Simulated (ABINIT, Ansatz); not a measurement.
# BaHCl (P4/nmm): G0W0 on several meshes in ABINIT

Aim: the GW shift of BaHCl (P4/nmm) against the k mesh.

Calculated with ABINIT 10.8.3; LDA and many-body steps on it, plane waves.

Most raw output is cut from this account.

## Step 1: The structure

The structure is tetragonal, space group P4/nmm (No. 129). Conventional cell: a = 4.408 Å, b = 4.408 Å, c = 7.202 Å, α = 90.00°, β = 90.00°, γ = 90.00°. Nearest to Ba lie 4 H at 2.69 Å and 6 Cl at 3.13 to 4.07 Å. Nearest to H lie 4 Ba at 2.69 Å. Cl has 6 Ba at 3.13 to 4.07 Å and 4 H at 3.35 Å nearest. Farther neighbours and most contacts between anions are not listed.

Coordinates:

```cif
data_structure
_symmetry_space_group_name_H-M 'P4/nmm:1'
_symmetry_Int_Tables_number 129
_cell_length_a 4.4080
_cell_length_b 4.4080
_cell_length_c 7.2020
_cell_angle_alpha 90.000
_cell_angle_beta 90.000
_cell_angle_gamma 90.000
_cell_volume 139.94
loop_
_atom_site_label
_atom_site_type_symbol
_atom_site_symmetry_multiplicity
_atom_site_Wyckoff_symbol
_atom_site_fract_x
_atom_site_fract_y
_atom_site_fract_z
_atom_site_occupancy
Ba1 Ba 2 c 0.00000 0.50000 0.21500 1
H1 H 2 a 0.00000 0.00000 0.00000 1
Cl1 Cl 2 c 0.00000 0.50000 0.65000 1
```

The cell and positions come from the Crystallography Open Database and are kept as given unless a step says otherwise. Spin-orbit coupling is left out unless a step names it.

## Step 2: Empty states on the mesh, 4×4×2 mesh, 424 bands

This step: ABINIT 10.8.3; DFT, LDA, plane waves, norm-conserving pseudopotentials.

The sums over transitions need many empty states on a uniform mesh; this step solves for them.

run.abi reads:

```
acell 3*1.0 Angstrom
rprim 
  4.408000000000 0.000000000000 0.000000000000
  0.000000000000 4.408000000000 0.000000000000
  0.000000000000 0.000000000000 7.202000000000
ntypat 3
znucl 56 1 17
natom 6
typat 1 1 2 2 3 3
xred 
  0.000000000000 0.500000000000 0.215000000000
  0.500000000000 0.000000000000 0.785000000000
  0.000000000000 0.000000000000 0.000000000000
  0.500000000000 0.500000000000 0.000000000000
  0.000000000000 0.500000000000 0.650000000000
  0.500000000000 0.000000000000 0.350000000000
pp_dirpath "pseudos"
pseudos "Ba.upf, H.upf, Cl.upf"
ecut 31
ngkpt 4 4 2
nshiftk 1
shiftk 0 0 0
kptopt 1
chksymbreak 0
iscf -2
irdden 1
istwfk *1
nband 424
nbdbuf 38
tolwfr 1e-09
nstep 60
prtvol 0
indata_prefix "in"
outdata_prefix "out"
tmpdata_prefix "tmp"
```

Started as:

```bash
$ OMP_NUM_THREADS=1 mpirun -n 4 abinit run.abi > log
```

It took 18 min on 4 MPI ranks of Intel Xeon 6975P-C (Granite Rapids), shared host; peak memory 0.99 GiB.

This step gave:

```
gap                                                           : 3.002 eV
k of the valence top                                          : 0, 0, 0.5
k of the conduction bottom                                    : 0, 0, 0.5
least direct gap                                              : 3.002 eV
k points computed                                             : 12
lowest point of the top converged band, above the valence top : 101.5251 eV
```

On this mesh the gap is 3.002 eV.

The density comes from a self-consistent run that is not shown.

## Step 3: Screening, 4×4×2 mesh, 168 bands, screening to 141.5 eV

The RPA dielectric matrix is built and inverted for each q.

This step: RPA screening on LDA, plane waves, norm-conserving pseudopotentials.

Edit run.abi of step 2 so:

```diff
@@ -24,10 +24,11 @@
 chksymbreak 0
-iscf -2
-irdden 1
 istwfk *1
-nband 424
-nbdbuf 38
-tolwfr 1e-09
-nstep 60
-prtvol 0
+occopt 1
+irdwfk 1
+optdriver 3
+nband 168
+ecuteps 5.2
+inclvkb 2
+awtr 1
+symchi 1
 indata_prefix "in"
```

Elapsed: 4.2 min, on 4 MPI ranks; peak memory 2.6 GiB.

This step gave:

```yaml
eps_infinity_with_local_fields_on_this_mesh_along_the_program_s_q_direction: 3.591
the_same_without_local_fields: 4.160
plasma_frequency: 18.83 eV
plane_waves_in_the_screening_matrix: 513
```

Local fields lower ε∞ by 14 %. On a Γ-centred mesh this coarse the value itself is usually too large, while a short band sum pulls it down.

## Step 4: 4×4×2

The self-energy is evaluated for the states that the input lists, and the levels follow from it, in one-shot runs by the linearised quasiparticle equation.

This step: G0W0 on LDA, plane waves, norm-conserving pseudopotentials.

Edit run.abi of step 3 so:

```diff
@@ -27,8 +27,17 @@
 irdwfk 1
-optdriver 3
+optdriver 4
 nband 168
+gwcalctyp 0
+ecutsigx 31
+symsigma 1
+nkptgw 2
+kptgw 
+  0.0000000000 0.0000000000 0.5000000000
+  0.0000000000 0.0000000000 0.0000000000
+bdgw 
+  17 20
+  17 20
 ecuteps 5.2
-inclvkb 2
-awtr 1
-symchi 1
+irdscr 1
+ppmodel 1
 indata_prefix "in"
```

Wall time 53 s (4 MPI ranks); peak memory 2.8 GiB.

This step gave:

- G0W0 gap on the points computed: 5.183 eV
- starting gap on the mesh: 3.002 eV
- k of the valence top: 0, 0, 0.5
- k of the conduction bottom: 0, 0, 0.5
- Z at the valence top: 0.79
- Z at the conduction bottom: 0.839
- least direct G0W0 gap on the computed points: 5.183 eV

The gap on the mesh goes from 3.00 eV to 5.18 eV, a correction of +2.18 eV.

## Step 5: Empty states on the mesh, 2×2×2 mesh, 184 bands

This step: DFT, LDA, plane waves, norm-conserving pseudopotentials.

Edit run.abi of step 4 so:

```diff
@@ -19,3 +19,3 @@
 ecut 31
-ngkpt 4 4 2
+ngkpt 2 2 2
 nshiftk 1
@@ -24,20 +24,10 @@
 chksymbreak 0
+iscf -2
+irdden 1
 istwfk *1
-occopt 1
-irdwfk 1
-optdriver 4
-nband 168
-gwcalctyp 0
-ecutsigx 31
-symsigma 1
-nkptgw 2
-kptgw 
-  0.0000000000 0.0000000000 0.5000000000
-  0.0000000000 0.0000000000 0.0000000000
-bdgw 
-  17 20
-  17 20
-ecuteps 5.2
-irdscr 1
-ppmodel 1
+nband 184
+nbdbuf 16
+tolwfr 1e-09
+nstep 60
+prtvol 0
 indata_prefix "in"
```

It took 2.5 min on 4 MPI ranks; peak memory 0.5 GiB.

Numbers from this step:

- gap: 3.002 eV
- k of the valence top: 0, 0, 0.5
- k of the conduction bottom: 0, 0, 0.5
- least direct gap: 3.002 eV
- k points computed: 6
- lowest point of the top converged band, above the valence top: 53.0611 eV

On this mesh the gap is 3.002 eV.

## Step 6: Screening, 2×2×2 mesh, 168 bands, screening to 141.5 eV

This step: RPA screening on LDA, plane waves, norm-conserving pseudopotentials.

Edit run.abi of step 5 so:

```diff
@@ -24,10 +24,11 @@
 chksymbreak 0
-iscf -2
-irdden 1
 istwfk *1
-nband 184
-nbdbuf 16
-tolwfr 1e-09
-nstep 60
-prtvol 0
+occopt 1
+irdwfk 1
+optdriver 3
+nband 168
+ecuteps 5.2
+inclvkb 2
+awtr 1
+symchi 1
 indata_prefix "in"
```

It took 71 s on 4 MPI ranks; peak memory 1.6 GiB; 4.1 min of CPU time.

Numbers from this step:

```
ε∞ with local fields, on this mesh, along the program's q direction : 3.616
the same without local fields                                       : 4.194
plasma frequency                                                    : 18.83 eV
plane waves in the screening matrix                                 : 513
```

## Step 7: 2×2×2

This step: G0W0 on LDA, plane waves, norm-conserving pseudopotentials.

Edit run.abi of step 6 so:

```diff
@@ -27,8 +27,17 @@
 irdwfk 1
-optdriver 3
+optdriver 4
 nband 168
+gwcalctyp 0
+ecutsigx 31
+symsigma 1
+nkptgw 2
+kptgw 
+  0.0000000000 0.0000000000 0.5000000000
+  0.0000000000 0.0000000000 0.0000000000
+bdgw 
+  17 20
+  17 20
 ecuteps 5.2
-inclvkb 2
-awtr 1
-symchi 1
+irdscr 1
+ppmodel 1
 indata_prefix "in"
```

Elapsed: 31 s, on 4 MPI ranks; peak memory 1.6 GiB.

This step gave:

```
G0W0 gap on the points computed              : 5.028 eV
starting gap on the mesh                     : 3.002 eV
k of the valence top                         : 0, 0, 0.5
k of the conduction bottom                   : 0, 0, 0.5
Z at the valence top                         : 0.793
Z at the conduction bottom                   : 0.845
least direct G0W0 gap on the computed points : 5.028 eV
```

Against G0W0 in ABINIT (4×4×2 mesh, 168 bands, screening to 141.5 eV, Godby-Needs plasmon pole), the gap moves by −0.155 eV.

## Step 8: Empty states on the mesh, 4×4×4 mesh, 184 bands

This step: DFT, LDA, plane waves, norm-conserving pseudopotentials.

Edit run.abi of step 7 so:

```diff
@@ -19,3 +19,3 @@
 ecut 31
-ngkpt 2 2 2
+ngkpt 4 4 4
 nshiftk 1
@@ -24,20 +24,10 @@
 chksymbreak 0
+iscf -2
+irdden 1
 istwfk *1
-occopt 1
-irdwfk 1
-optdriver 4
-nband 168
-gwcalctyp 0
-ecutsigx 31
-symsigma 1
-nkptgw 2
-kptgw 
-  0.0000000000 0.0000000000 0.5000000000
-  0.0000000000 0.0000000000 0.0000000000
-bdgw 
-  17 20
-  17 20
-ecuteps 5.2
-irdscr 1
-ppmodel 1
+nband 184
+nbdbuf 16
+tolwfr 1e-09
+nstep 60
+prtvol 0
 indata_prefix "in"
```

The job ended after 6.6 min (4 MPI ranks; peak memory 0.79 GiB; 23 min of CPU time).

Numbers from this step:

| Item | Value |
| --- | --- |
| gap | 3.002 eV |
| k of the valence top | 0, 0, 0.5 |
| k of the conduction bottom | 0, 0, 0.5 |
| least direct gap | 3.002 eV |
| k points computed | 18 |
| lowest point of the top converged band, above the valence top | 53.0611 eV |

On this mesh the gap is 3.002 eV.

## Step 9: Screening, 4×4×4 mesh, 168 bands, screening to 141.5 eV

This step: RPA screening on LDA, plane waves, norm-conserving pseudopotentials.

Edit run.abi of step 8 so:

```diff
@@ -24,10 +24,11 @@
 chksymbreak 0
-iscf -2
-irdden 1
 istwfk *1
-nband 184
-nbdbuf 16
-tolwfr 1e-09
-nstep 60
-prtvol 0
+occopt 1
+irdwfk 1
+optdriver 3
+nband 168
+ecuteps 5.2
+inclvkb 2
+awtr 1
+symchi 1
 indata_prefix "in"
```

Elapsed: 11 min, on 4 MPI ranks; peak memory 3.6 GiB; 37 min of CPU time.

Numbers from this step:

| Item | Value |
| --- | --- |
| ε∞ with local fields, on this mesh, along the program's q direction | 3.571 |
| the same without local fields | 4.138 |
| plasma frequency | 18.83 eV |
| plane waves in the screening matrix | 513 |

## Step 10: 4×4×4

This step: G0W0 on LDA, plane waves, norm-conserving pseudopotentials.

Edit run.abi of step 9 so:

```diff
@@ -27,8 +27,17 @@
 irdwfk 1
-optdriver 3
+optdriver 4
 nband 168
+gwcalctyp 0
+ecutsigx 31
+symsigma 1
+nkptgw 2
+kptgw 
+  0.0000000000 0.0000000000 0.5000000000
+  0.0000000000 0.0000000000 0.0000000000
+bdgw 
+  17 20
+  17 20
 ecuteps 5.2
-inclvkb 2
-awtr 1
-symchi 1
+irdscr 1
+ppmodel 1
 indata_prefix "in"
```

Wall time 90 s (4 MPI ranks); peak memory 3.9 GiB; 5.2 min of CPU time.

Numbers from this step:

```yaml
g0w0_gap_on_the_points_computed: 5.176 eV
starting_gap_on_the_mesh: 3.002 eV
k_of_the_valence_top: 0, 0, 0.5
k_of_the_conduction_bottom: 0, 0, 0.5
least_direct_g0w0_gap_on_the_computed_points: 5.176 eV
```

Against G0W0 in ABINIT (4×4×2 mesh, 168 bands, screening to 141.5 eV, Godby-Needs plasmon pole), the gap moves by −0.007 eV.

## Step 11: Side by side

Times are wall times on 4 MPI ranks of Intel Xeon 6975P-C (Granite Rapids), shared host, good to a factor of about two. A run's time includes the screening step that it read.

| run | mesh | bands | screening cutoff (eV) | DFT gap (eV) | gap on the mesh (eV) | direct (eV) | ε∞ used | time |
| --- | --- | --- | --- | --- | --- | --- | --- | --- |
| 4×4×2 | 4×4×2 | 168 | 141.5 | 3.002 | 5.183 | 5.183 | 3.59 | 5.1 min |
| 2×2×2 | 2×2×2 | 168 | 141.5 | 3.002 | 5.028 | 5.028 | 3.62 | 1.7 min |
| 4×4×4 | 4×4×4 | 168 | 141.5 | 3.002 | 5.176 | 5.176 | 3.57 | 12 min |

## Step 12: Summary of results

| Quantity | Value |
| --- | --- |
| 4×4×2 | 5.183 eV |
| 2×2×2 | 5.028 eV |
| 4×4×4 | 5.176 eV |
| known limits | not at the basis limit; no spin-orbit coupling; coarse k mesh |

**Reading.** 2×2×2: −0.155 eV against 4×4×2. 4×4×4: −0.007 eV against 4×4×2. Bands and cutoff are finite, so the gap is not at the basis limit. The miss can reach some tenths of an eV and take either sign; the mesh is an error of its own. In the G0W0 runs levels were corrected at 2 k points alone, so a gap called «on the mesh» is the least over those, and an edge elsewhere would be missed. The 4×4×2 mesh is coarse for this cell, which bears on the long-range parts of exchange and screening. The many-body steps are scalar-relativistic: spin-orbit coupling is not in them.

[Paths, hosts, dates, memory and timing lines, banners, echoed tables and standing remarks are left out of the program output.]

[Logs are printed without paths, hosts, clocks, repeated set-up lines and the standing remarks that a program may print on its own settings, such as how far it seeks lower states.]

[Runs of the session that timed out or met a known fault of the program may be left out.]

[Hosts, paths, dates, database ids (printed as entryN), source tags and the programs' standing remarks are cut or masked in the printed files.]

[G0W0 gaps are taken among the corrected bands and points alone; a level outside them can change the order at an edge.]

[Where Ansatz stands beside ABINIT at settings called matched, ABINIT's density can come from a denser mesh and the files from another edition; pairs whose starting gaps differed by over 0.03 eV were left out, so agreement reads better than it is.]
